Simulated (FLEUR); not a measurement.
# Co (c factor at fixed volume 0.97 on the database's cell): from one collinear state to anisotropy, part 2 of 2

Aim: the anisotropy of Co (c factor at fixed volume 0.97 on the database's cell) from single passes in the potential of one collinear state.

FLEUR MaX-R8.1; PBE; all-electron FLAPW, Dirac cores, scalar-relativistic bands.

So far. Step 2 (The magnetic state): After 20 cycles the largest moment stands at 1.70 μB.

### 4. Energy against the direction of the moments, rung 2

Level of this step: PBE; all-electron FLAPW, Dirac cores, scalar-relativistic bands with spin-orbit coupling, force theorem (FLEUR).

A second rung shows how far the first can be trusted.

The k list mae (kpts.xml, not shown) is a Γ-centred 25×25×14 mesh.

inp.xml reads:

```
<?xml version="1.0" encoding="UTF-8" standalone="no"?>
<fleurInput fleurInputVersion="0.39">
   <comment>
      Co
   </comment>
   <calculationSetup>
      <cutoffs Kmax="3.61" Gmax="10.8" GmaxXC="10.8" numbands="74"/>
      <scfLoop itmax="1" minDistance="0.00002" maxIterBroyd="15" imix="Anderson" alpha="0.05" precondParam="0.0" spinf="2.0" sdNocoIR="T"/>
      <coreElectrons ctail="F" frcor="F" kcrel="0" coretail_lmax="0"/>
      <xcFunctional name="pbe" relativisticCorrections="F"/>
      <magnetism jspins="2" l_noco="F" l_ss="F">
         <qss>0.0 0.0 0.0</qss>
         <mtNocoParams l_mperp="F" l_mtNocoPot="F" l_relaxSQA="F" mag_mixing_scheme="0" mix_RelaxWeightOffD="1.0" l_constrained="F" mix_constr="1.0"/>
         <sourceFreeMag l_sourceFree="F" l_scaleMag="F" mag_scale="1.0"/>
      </magnetism>
      <soc l_soc="T" theta="0.0" phi="0.0" spav="F"/>
      <expertModes spex="0" secvar="F"/>
      <geometryOptimization l_f="F" forcealpha="1.0" forcemix="BFGS" epsdisp="0.00001" epsforce="0.00001"/>
      <ldaU l_linMix="F" mixParam="0.05" spinf="1.0"/>
   </calculationSetup>
   <cell>
      <bzIntegration valenceElectrons="34.0" mode="hist" fermiSmearingEnergy="0.00183747">
         <kPointListSelection listName="mae"/>
         <xi:include xmlns:xi="http://www.w3.org/2001/XInclude" href="kpts.xml"> </xi:include>
      </bzIntegration>
      <xi:include xmlns:xi="http://www.w3.org/2001/XInclude" href="sym.xml"> </xi:include>
      <bulkLattice scale="1.0">
         <bravaisMatrix>
            <row-1>    4.8110140073321297     0.0000000029479728     0.0000000000000000</row-1>
            <row-2>   -2.4055070062266442     4.1664603468422596     0.0000000000000000</row-2>
            <row-3>    0.0000000000000000     0.0000000000000000     7.4602664638742535</row-3>
         </bravaisMatrix>
      </bulkLattice>
   </cell>
   <atomSpecies>
      <species name="Cobalt (Co2.000" element="Co" atomicNumber="27">
         <mtSphere radius="2.27" gridPoints="751" logIncrement="0.016"/>
         <atomicCutoffs lmax="8" lnonsphr="6"/>
         <electronConfig flipSpins="F">
            <coreConfig>(1s1/2) (2s1/2) (2p1/2) (2p3/2)</coreConfig>
            <valenceConfig>(3s1/2) (3p1/2) (3p3/2) (4s1/2) (3d3/2) (3d5/2)</valenceConfig>
            <stateOccupation state="(3d3/2)" spinUp="1.5" spinDown="1.3"/>
            <stateOccupation state="(3d5/2)" spinUp="3.0" spinDown="1.2"/>
         </electronConfig>
         <energyParameters s="4" p="4" d="3" f="4"/>
         <lo type="SCLO" l="0" n="3" eDeriv="0"/>
         <lo type="SCLO" l="1" n="3" eDeriv="0"/>
      </species>
   </atomSpecies>
   <atomGroups>
      <atomGroup species="Cobalt (Co2.000">
         <relPos label="                   1">1.000/3.000 -1.000/3.000 1.000/4.000</relPos>
         <force calculate="T" relaxXYZ="TTT"/>
         <nocoParams  alpha="0.0" beta="0.0"/>
      </atomGroup>
      <atomGroup species="Cobalt (Co2.000">
         <relPos label="                   2">-1.000/3.000 1.000/3.000 -1.000/4.000</relPos>
         <force calculate="T" relaxXYZ="TTT"/>
         <nocoParams  alpha="0.0" beta="0.0"/>
      </atomGroup>
   </atomGroups>
   <output dos="F" band="F" slice="F">
      <bandDOS minEnergy="-.5*Htr" maxEnergy="0.5*Htr" sigma="0.015" storeEVData="T"/>
      <plotting iplot="0" polar="F">
         <plot TwoD="T" vec1="  1.0  0.0  0.0" vec2="  0.0  1.0  0.0" vec3="  0.0  0.0  1.0" zero="  0.0  0.0  0.0" file="plot"/>
      </plotting>
      <moessbauerParams electricFieldGradient="F" isomerShift="F" coreHyperfine="F" valenceHyperfine="F"/>
   </output>
   <forceTheorem>
      <MAE theta="0.0 1.5707963 1.5707963 0.7853982" phi="0.0 0.0 0.5235988 0.0"/>
   </forceTheorem>
</fleurInput>
```

On the command line:

```
> OMP_NUM_THREADS=1 mpirun -n 4 fleur_MPI -warn_only > fleur.log
```

The program printed:

```text
[banner, memory and clock lines left out]
Welcome to FLEUR        (www.flapw.de)
      MaX-Release 8.1          (www.max-centre.eu)
************FLEUR-Warning*****************
Error message: k-point set is not compatible to missing time-reversal symmetry in calculation.
Error occurred in subroutine: gen_bz
Error from PE:0/4
Other PEs with error messages:
     1-k-point set is not compatible to missing time-reversal symmetry in calculation.
     2-k-point set is not compatible to missing time-reversal symmetry in calculation.
[...]
*****************************************
 [... set-up left out ...]
 ********************************************************************
 Run finished successfully
 Stop message:
   Forcetheorem MAE
 ********************************************************************

--- out.xml (force theorem) ---
<Forcetheorem_MAE Angles="4" units="Htr">
            <Angle theta="0.0000000" phi="0.0000000" ev-sum="-29.453839324"/>
            <Angle theta="1.5707963" phi="0.0000000" ev-sum="-29.453833631"/>
            <Angle theta="1.5707963" phi="0.5235988" ev-sum="-29.453833607"/>
            <Angle theta="0.7853982" phi="0.0000000" ev-sum="-29.453836536"/>
         </Forcetheorem_MAE>
```

Elapsed: 4.2 min, on 4 MPI ranks of Arm Neoverse V2, shared host; peak memory 3.2 GiB; 17 min of CPU time.

Anisotropy energies, by row:

```csv
axis,x,y,z,band energy less the first axis' (meV a cell)
[001],0,0,1,0
[100],1,0,0,0.1549
[210],0.866,0.5,0,0.1556
45 degrees from [001] toward [100],0.7071,0,0.7071,0.07587
```

### 5. Spin–orbit coupling, moments along [001]

Spin–orbit coupling ties the spins to the lattice and lets orbital moments form.

A new self-consistent run of the start ferro ++, with the moments along z. The k list default-1 (kpts.xml, not shown) is a Γ-centred 25×25×14 mesh.

inp.xml reads:

```
<?xml version="1.0" encoding="UTF-8" standalone="no"?>
<fleurInput fleurInputVersion="0.39">
   <comment>
      Co
   </comment>
   <calculationSetup>
      <cutoffs Kmax="3.61" Gmax="10.8" GmaxXC="10.8" numbands="74"/>
      <scfLoop itmax="110" minDistance="0.00002" maxIterBroyd="15" imix="Anderson" alpha="0.05" precondParam="0.0" spinf="2.0" sdNocoIR="T"/>
      <coreElectrons ctail="T" frcor="F" kcrel="0" coretail_lmax="0"/>
      <xcFunctional name="pbe" relativisticCorrections="F"/>
      <magnetism jspins="2"/>
      <soc l_soc="T" theta="0.0" phi="0.0" spav="F"/>
      <expertModes spex="0" secvar="F"/>
      <geometryOptimization l_f="F" forcealpha="1.0" forcemix="BFGS" epsdisp="0.00001" epsforce="0.00001"/>
      <ldaU l_linMix="F" mixParam="0.05" spinf="1.0"/>
   </calculationSetup>
   <cell>
      <bzIntegration valenceElectrons="34.0" mode="hist" fermiSmearingEnergy="0.00183747">
         <kPointListSelection listName="default-1"/>
         <xi:include xmlns:xi="http://www.w3.org/2001/XInclude" href="kpts.xml"> </xi:include>
      </bzIntegration>
      <xi:include xmlns:xi="http://www.w3.org/2001/XInclude" href="sym.xml"> </xi:include>
      <bulkLattice scale="1.0">
         <bravaisMatrix>
            <row-1>    4.8110140073321297     0.0000000029479728     0.0000000000000000</row-1>
            <row-2>   -2.4055070062266442     4.1664603468422596     0.0000000000000000</row-2>
            <row-3>    0.0000000000000000     0.0000000000000000     7.4602664638742535</row-3>
         </bravaisMatrix>
      </bulkLattice>
   </cell>
   <atomSpecies>
      <species name="Cobalt (Co2.000" element="Co" atomicNumber="27">
         <mtSphere radius="2.27" gridPoints="751" logIncrement="0.016"/>
         <atomicCutoffs lmax="8" lnonsphr="6"/>
         <electronConfig flipSpins="F">
            <coreConfig>(1s1/2) (2s1/2) (2p1/2) (2p3/2)</coreConfig>
            <valenceConfig>(3s1/2) (3p1/2) (3p3/2) (4s1/2) (3d3/2) (3d5/2)</valenceConfig>
            <stateOccupation state="(3d3/2)" spinUp="1.5" spinDown="1.3"/>
            <stateOccupation state="(3d5/2)" spinUp="3.0" spinDown="1.2"/>
         </electronConfig>
         <energyParameters s="4" p="4" d="3" f="4"/>
         <lo type="SCLO" l="0" n="3" eDeriv="0"/>
         <lo type="SCLO" l="1" n="3" eDeriv="0"/>
      </species>
   </atomSpecies>
   <atomGroups>
      <atomGroup species="Cobalt (Co2.000">
         <relPos label="                   1">1.000/3.000 -1.000/3.000 1.000/4.000</relPos>
         <relPos label="                   2">-1.000/3.000 1.000/3.000 -1.000/4.000</relPos>
         <force calculate="T" relaxXYZ="TTT"/>
      </atomGroup>
   </atomGroups>
   <output dos="F" band="F" slice="F">
      <bandDOS minEnergy="-.5*Htr" maxEnergy="0.5*Htr" sigma="0.015" storeEVData="T"/>
      <plotting iplot="0" polar="F">
         <plot TwoD="T" vec1="  1.0  0.0  0.0" vec2="  0.0  1.0  0.0" vec3="  0.0  0.0  1.0" zero="  0.0  0.0  0.0" file="plot"/>
      </plotting>
      <moessbauerParams electricFieldGradient="F" isomerShift="F" coreHyperfine="F" valenceHyperfine="F"/>
   </output>
</fleurInput>
```

crystal.txt reads:

```
Co
&input film=F cartesian=F /
2.54587897405  0.00000000156  0.00000000000
-1.27293948838  2.20479586571  0.00000000000
0.00000000000  0.00000000000  3.94780300000
1.8897261246
1.0 1.0 1.0

2
27 0.33333333333  0.66666666667  0.25000000000 : 2.000
27 0.66666666667  0.33333333333  0.75000000000 : 2.000

&soc 0.0000000 0.0000000 /
&kpt div1=25 div2=25 div3=14 gamma=T /
```

On the command line:

```
> OMP_NUM_THREADS=1 inpgen -f crystal.txt > inpgen.log  # inp.xml is then edited as shown
> OMP_NUM_THREADS=1 mpirun -n 4 fleur_MPI > fleur.log
```

The program printed:

```text
[banner, memory and clock lines left out]
Welcome to FLEUR        (www.flapw.de)
      MaX-Release 8.1          (www.max-centre.eu)

 ========== k-point set info ==========
 Selected k-point list: default-1
 k-point list type: mesh
 25 x 25 x 14
 Number of k points: 840

 [... set-up left out ...]
 Iteration:     1   Distance:       8.49848952 me/bohr^3
 Iteration:     2   Distance:       7.06318056 me/bohr^3
 Iteration:     3   Distance:       3.84082016 me/bohr^3
 Iteration:     4   Distance:       0.79992122 me/bohr^3
 Iteration:     5   Distance:       0.65841980 me/bohr^3
 Iteration:     6   Distance:       0.15863720 me/bohr^3
 Iteration:     7   Distance:       0.14410554 me/bohr^3
 Iteration:     8   Distance:       0.09106603 me/bohr^3
 Iteration:     9   Distance:       0.03793272 me/bohr^3
 Iteration:    10   Distance:       0.04726273 me/bohr^3
 Iteration:    11   Distance:       0.00796095 me/bohr^3
 Iteration:    12   Distance:       0.00807690 me/bohr^3
 Iteration:    13   Distance:       0.00140197 me/bohr^3
 Iteration:    14   Distance:       0.00060530 me/bohr^3
 Iteration:    15   Distance:       0.00020857 me/bohr^3
 Iteration:    16   Distance:       0.00020135 me/bohr^3
 Iteration:    17   Distance:       0.00006155 me/bohr^3
 Iteration:    18   Distance:       0.00001332 me/bohr^3

 ********************************************************************
 Run finished successfully
 Stop message:
   all done
 ********************************************************************

--- out.xml (last complete iteration) ---
<iteration numberForCurrentRun="   18" overallNumber="   18">
         [... left out ...]
         <bandgap value="0.0000000000" units="eV"/>
         <sumValenceSingleParticleEnergies value="-29.4502312239" units="Htr"/>
         <FermiEnergy value="0.3468282730" units="Htr"/>
         [... left out ...]
         <magneticMomentsInMTSpheres units="muBohr">
            <globalMagMoment atomType="1" vec="0.00000   0.00000   1.67121"/>
         </magneticMomentsInMTSpheres>
         <orbitalMomentsInMTSpheres units="muBohr">
            <globalMagMoment atomType="1" vec="0.00000   0.00000   0.08292"/>
         </orbitalMomentsInMTSpheres>
         [... left out ...]
         <totalEnergy value="    -2786.9516138025" units="Htr">
            <sumOfEigenvalues value="    -1604.6510636749">
               <coreElectrons value="-1575.2008324510"/>
               <valenceElectrons value="-29.4502312239"/>
            </sumOfEigenvalues>
         [... left out ...]
            <freeEnergy value="-2786.9521550540"/>
            <extrapolationTo0K value="-2786.9518844283"/>
         </totalEnergy>
         <densityConvergence units="me/bohr^3">
            <chargeDensity spin="1" distance="0.0000081859"/>
            <chargeDensity spin="2" distance="0.0000088844"/>
            <overallChargeDensity distance="0.0000133212"/>
            <spinDensity distance="0.0000106972"/>
         </densityConvergence>
      </iteration>
```

Elapsed: 4.1 min, on 4 MPI ranks; peak memory 0.74 GiB.

This step gave:

```yaml
free_energy: -75836.8315 eV
program_s_band_gap_on_this_mesh_in_a_metal_only_a_level_spacing: 0 eV
magnetization: 3.205 μB
final_state: ferromagnetic
largest_moment: 1.671 μB
orbital_moment_along_the_spin: 0.08292 μB
```

Orbital moment in the sphere, along the spin axis by atom:

```csv
atom,"orbital moment in the sphere, along the spin axis (μB)"
Co1,0.0829
Co2,0.0829
```

### 6. Results

| Property | Result |
| --- | --- |
| reference state | ferromagnetic |
| largest sphere moment | 1.70 μB |
| easy direction of those tried | [001] |
| energy along [100] less [001], force theorem | 0.155 meV a primitive cell |
| orbital moment on the atom of largest spin, along its spin (spin–orbit run) | 0.0829 μB |

**Reading.** By the force theorem the moments prefer [001]; shape anisotropy is not in it. The difference for the second direction goes from 0.16 meV (mesh 17×17×10, 74 states, 5.6 min of CPU time) to 0.15 meV (mesh 25×25×14, 74 states, 17 min). The orbital moment is parallel to the spin, as Hund's third rule has it for a shell over half filled. The state was typed, and no other order was converged beside it, so it need not be the ground state.

[Logs and program files are shortened in this print: banners, set-up blocks, solver, clock and traceback lines can be left out without a mark of their own.]

[Logs are printed without paths, hosts, clocks, repeated set-up lines and the standing remarks that a program may print on its own settings, such as how far it seeks lower states.]

[Hosts, paths, dates, database ids (printed as entryN), source tags and the programs' standing remarks are cut or masked in the printed files.]

[Where a cell is said to come from a database of computed structures, the database is the Materials Project.]
